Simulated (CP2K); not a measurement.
Two runs for the Si L₂,₃ edge of vinylsilane. Run A: CP2K XAS_TDP, all-electron GAPW, PBEh(45%), aug-pc-1, TDA, ZORA, spin–orbit coupling. Run B differs in one setting.

First lines with a strength over 0.0003. A:

```csv
atom,energy (eV),states,"strength, one atom"
Si3 (bonded to C and 3 H),100.72,3,0.0003
,100.80,2,0.0020
,100.86,1,0.0033
,101.21,2,0.0005
,101.28,1,0.0063
```

B:

```csv
atom,energy (eV),states,"strength, one atom"
Si3 (bonded to C and 3 H),92.41,2,0.0008
,92.42,1,0.0011
,92.99,3,0.0006
,93.00,1,0.0006
,93.49,2,0.0004
```

Which was it: GW2X switched on, the basis, the functional?

The functional (functional from PBEh(45%) to PBE; the lines alone don't name the new value). A functional moves all lines by electronvolts and changes their spacings and strengths. The lowest line over the strength cut lies at 92.41 eV, against 100.72 eV (PBEh(45%), aug-pc-1).

[Banner, clock and machine lines of the logs are left out without a mark of their own.]

[Logs are printed without paths, hosts, clocks, repeated set-up lines and the standing remarks that a program may print on its own settings, such as how far it seeks lower states.]

[Hosts, paths, dates, database ids (printed as entryN), source tags and the programs' standing remarks are cut or masked in the printed files.]
